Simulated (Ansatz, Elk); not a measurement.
**How far do independent atoms describe BaNiCl6?**

Structure refinements treat a crystal as free atoms side by side. For a made-up structure of BaNiCl6 (cell and positions from a PBEsol relaxation) the runs below show what the calculated density changes in F(hkl).

Main program and level: Elk 11.2.3 (patched build); DFT, PBE, all-electron APW+lo, Dirac cores, scalar-relativistic bands, static density, no spin.

This account leaves out most program logs.

The structure was built from a prototype and need not be the compound's stable phase.

## 1. Set-up

It takes space group R-3m (No. 166, trigonal). The conventional cell has a = 9.175 Å, b = 9.175 Å, c = 7.667 Å, α = 90.00°, β = 90.00°, γ = 120.00°. Nearest to Ba lie 12 Cl at 3.12 to 3.49 Å. Ni has 6 Cl at 2.22 Å nearest. Nearest to Cl lie 1 Ni at 2.22 Å and 2 Ba at 3.12 to 3.49 Å. Farther neighbours and most contacts between anions are not listed.

## 2. Ground state and structure factors

An all-electron density is needed, since X-rays see the cores too. Task 0 finds the density and task 195 Fourier-transforms it; tshift is off so that phases refer to the origin typed.

File elk.in:

```
tasks
  0
  195

xctype
  20

spinpol
  .false.

rgkmax
  7.0

gmaxvr
  14.0

lmaxo
  7

lmaxapw
  8

swidth
  0.002

tshift
  .false.

ramdisk
  .false.

hmaxvr
  5.5

maxscl
  120

epspot
  1e-06

sppath
  './'

avec
  8.66943288196 5.00529940840 4.82926263240
  -8.66943288196 5.00529940840 4.82926263240
  -0.00000000000 -10.01059881597 4.82926263326

atoms
  3
  'Ba.in'
  1
  0.5000000000 0.5000000000 0.5000000000   0.000000 0.000000 0.000000
  'Ni.in'
  1
  0.0000000000 0.0000000000 0.0000000000   0.000000 0.000000 0.000000
  'Cl.in'
  6
  0.7175563370 0.7175563370 0.0590627174   0.000000 0.000000 0.000000
  0.0590627174 0.7175563370 0.7175563370   0.000000 0.000000 0.000000
  0.7175563370 0.0590627174 0.7175563370   0.000000 0.000000 0.000000
  0.9409372826 0.2824436630 0.2824436630   0.000000 0.000000 0.000000
  0.2824436630 0.2824436630 0.9409372826   0.000000 0.000000 0.000000
  0.2824436630 0.9409372826 0.2824436630   0.000000 0.000000 0.000000

ngridk
  4 4 4
```

Run with:

```console
> OMP_NUM_THREADS=4 elk
```

Elapsed: 74 s, on 4 threads of Arm Neoverse V1, shared host; peak memory 0.37 GiB.

SFACRHO.OUT:

```text

h k l indices transformed by vhmat matrix:
   1.000000000       0.000000000       0.000000000    
   0.000000000       1.000000000       0.000000000    
   0.000000000       0.000000000       1.000000000    

      h      k      l  multipl.   |H|            Re(F)            Im(F)           |F|

      0      0      0      1   0.0000000       186.00000      0.73213919E-15   186.00000    
     -1      0      0      6  0.60263912      -9.2920432     -0.28354790E-13   9.2920432    
      0      1     -1      6  0.72475159       73.573603     -0.87245507E-14   73.573603    
     -1     -1      1      6  0.94257030       7.8296153     -0.28900074E-13   7.8296153    
      0      1      1      6  0.96303206       55.979937     -0.13086826E-13   55.979937    
      2      0     -1     12   1.1889927      -67.049584      0.23992514E-13   67.049584    
      0     -2      0      6   1.2052782       40.690497      0.51256736E-13   40.690497    
     -1     -1      2      6   1.2553066       30.841139      0.19630239E-13   30.841139    
      1      1      1      2   1.3010651      -95.778604      0.18539670E-13   95.778604    
     -1      2      1     12   1.4063998       106.35332     -0.10905688E-13   106.35332    
      2      0     -2      6   1.4495032       68.848706     -0.16192769E-13   68.848706    
      1      0      2     12   1.4893070      -19.753855      0.14177395E-13   19.753855    
      2     -1     -2     12   1.5697877       2.8612785     -0.59981286E-14   2.8612785    
     -3      1      1      6   1.7290166      -51.788002     -0.23992514E-13   51.788002    
      0     -3      1     12   1.7402558       39.021844      0.46076534E-13   39.021844    
     -2     -1     -1      6   1.7845050       50.514534      0.90517214E-13   50.514534    
      2     -1      2      6   1.8079174       7.6636150      0.11996257E-13   7.6636150    
      0      0     -3      6   1.8079174       11.645635     -0.82883232E-13   11.645635
```

Elk indexes on the primitive cell of elk.in and gives |H| = 4π sin θ/λ in inverse bohr. Below, one row stands for each form hkl of the conventional cell (m members, Friedel mates merged), F is for one primitive cell and the density is static (no thermal factor). Free-atom factors are Waasmaier and Kirfel's, and R is Σm||F|−|F'||/Σm|F|.

| hkl | m | sin θ/λ (Å⁻¹) | abs F, DFT | neutral atoms | diff. |
| --- | --- | --- | --- | --- | --- |
| 101 | 6 | 0.091 | 9.292 | 9.244 | +0.048 |
| 110 | 6 | 0.109 | 73.574 | 73.387 | +0.187 |
| 021 | 6 | 0.142 | 7.830 | 7.857 | -0.027 |
| 012 | 6 | 0.145 | 55.980 | 56.227 | -0.247 |
| 211 | 12 | 0.179 | 67.050 | 66.704 | +0.346 |
| 202 | 6 | 0.181 | 40.691 | 40.995 | -0.305 |
| 300 | 6 | 0.189 | 30.841 | 30.959 | -0.118 |
| 003 | 2 | 0.196 | 95.779 | 95.252 | +0.526 |
| 122 | 12 | 0.211 | 106.353 | 106.039 | +0.314 |
| 220 | 6 | 0.218 | 68.849 | 69.143 | -0.294 |
| 113 | 12 | 0.224 | 19.754 | 19.771 | -0.017 |
| 131 | 12 | 0.236 | 2.861 | 2.688 | +0.173 |
| 401 | 6 | 0.260 | 51.788 | 51.436 | +0.352 |
| 312 | 12 | 0.262 | 39.022 | 38.903 | +0.119 |
| 104 | 6 | 0.268 | 50.514 | 50.563 | -0.048 |
| 033 | 6 | 0.272 | 7.664 | 7.879 | -0.216 |
| 303 | 6 | 0.272 | 11.646 | 11.723 | -0.077 |
| 321 | 12 | 0.282 | 6.022 | 5.899 | +0.123 |
| 042 | 6 | 0.283 | 87.805 | 88.178 | -0.373 |
| 410 | 12 | 0.288 | 58.973 | 59.017 | -0.044 |
| 024 | 6 | 0.290 | 34.779 | 34.679 | +0.101 |
| 223 | 12 | 0.293 | 23.750 | 23.587 | +0.163 |

## 3. The highest occupied states alone

An energy window below the Fermi level keeps the highest occupied states, to see at which angles they scatter; shallow core shells can lie inside it and anion s states outside. No new self-consistency is needed.

elk.in, as its differences from that of step 2:

```diff
@@ -1,3 +1,2 @@
 tasks
-  0
   195
@@ -40,2 +39,5 @@
 
+wsfac
+  -0.448500 0.402740
+
 sppath
```

Run with:

```console
> OMP_NUM_THREADS=4 elk
```

The job ended after 30 s (4 threads; peak memory 0.26 GiB; 34 s of CPU time).

States within 15 eV below the Fermi level hold 59.78 electrons; any levels below the window count with the cores, and a count that is not whole means the window cuts a band. Their amplitudes can exceed the total, where window and core parts have opposite phase:

| hkl | sin θ/λ (Å⁻¹) | abs F, window | abs F, all |
| --- | --- | --- | --- |
| 101 | 0.091 | 9.439 | 9.292 |
| 110 | 0.109 | 11.447 | 73.574 |
| 021 | 0.142 | 13.486 | 7.830 |
| 012 | 0.145 | 5.083 | 55.980 |
| 211 | 0.179 | 6.606 | 67.050 |
| 202 | 0.181 | 1.348 | 40.691 |
| 300 | 0.189 | 0.561 | 30.841 |
| 003 | 0.196 | 11.760 | 95.779 |
| 122 | 0.211 | 14.739 | 106.353 |
| 220 | 0.218 | 7.024 | 68.849 |

## 4. Another try

In this try the input is made faulty on purpose, to show what that does.

The input is changed as shown.

elk.in, as its differences from that of step 3:

```diff
@@ -1,2 +1,3 @@
 tasks
+  0
   195
@@ -34,3 +35,3 @@
 maxscl
-  120
+  40
 
@@ -39,7 +40,7 @@
 
-wsfac
-  -0.448500 0.402740
-
 sppath
   './'
+
+scale
+  0.52917721
```

Run with:

```console
> OMP_NUM_THREADS=4 elk
```

Elapsed: 2.1 min, on 4 threads; peak memory 0.3 GiB.

The fault put into the input: lattice vectors in angstrom read as bohr.

## 5. Another functional

The difference from free atoms is small, so it is set against the change that LDA (Perdew-Wang) makes.

elk.in, as its differences from that of step 4:

```diff
@@ -5,3 +5,3 @@
 xctype
-  20
+  3
 
@@ -35,3 +35,3 @@
 maxscl
-  40
+  120
 
@@ -42,5 +42,2 @@
   './'
-
-scale
-  0.52917721
```

Run with:

```console
> OMP_NUM_THREADS=4 elk
```

The job ended after 50 s (4 threads; peak memory 0.3 GiB; 2.2 min of CPU time).

Against the first run R = 0.05 %; the largest change is -0.145 at 003.

## 6. Basis size

The basis and the expansions that go with it are enlarged, to see whether the differences are converged.

elk.in, as its differences from that of step 5:

```diff
@@ -5,3 +5,3 @@
 xctype
-  3
+  20
 
@@ -11,12 +11,12 @@
 rgkmax
-  7.0
+  8.5
 
 gmaxvr
-  14.0
+  18.0
 
 lmaxo
-  7
+  9
 
 lmaxapw
-  8
+  10
```

Run with:

```console
> OMP_NUM_THREADS=4 elk
```

It took 3.7 min on 4 threads; peak memory 0.83 GiB.

Against the first run R = 0.01 %; the largest change is +0.014 at 330.

## 7. Settings against the effect

| run | R against the first run (%) | R against neutral atoms, low angle (%) | wall time |
| --- | --- | --- | --- |
| PBE, rgkmax 7 | 0.00 | 0.43 | 74 s |
| LDA (Perdew-Wang) | 0.05 | 0.38 | 50 s |
| rgkmax 8.5 with larger expansions | 0.01 | 0.43 | 3.7 min |

## 8. What came out

```json
{
  "R against neutral atoms, sin θ/λ < 0.3 Å⁻¹": "0.43 %",
  "R against neutral atoms, 0.3 to 0.62 Å⁻¹": "0.33 %"
}
```

**Reading.** Independent neutral atoms miss the calculated amplitudes by R = 0.43 % below 0.3 Å⁻¹ and 0.33 % from there to 0.62 Å⁻¹; by shells, 0.35 % below 0.15 Å⁻¹ (4 forms), 0.44 % 0.15 to 0.3 (18 forms), 0.38 % 0.3 to 0.45 (42 forms), 0.31 % above 0.45 (85 forms). Bonding, aspherical density and the tables' own atoms all enter these figures, and the runs don't part them. The largest change of an amplitude is +0.53 electrons, at 003. The window's part falls from 59.8 electrons at the origin to at most 2.78 between 0.45 and 0.62 Å⁻¹, where compact states inside the window still scatter. The window holds more than the 54 outer electrons of the free atoms, so shallow core shells lie inside it. Below 0.3 Å⁻¹ the changes that finished (LDA (Perdew-Wang) and rgkmax 8.5 with larger expansions) move F by R = 0.07 % at most, against the 0.43 % that separates it from free atoms. The k-mesh has no finished test. These runs have no spin, though d or f shells may be open. Part of the difference isn't bonding: the tables are fits to free atoms and ions calculated by other methods than this functional. Thermal motion, anomalous dispersion and extinction are left out.

[Logs are printed without paths, hosts, clocks, repeated set-up lines and the standing remarks that a program may print on its own settings, such as how far it seeks lower states.]

[Hosts, paths, dates, database ids (printed as entryN), source tags and the programs' standing remarks are cut or masked in the printed files.]
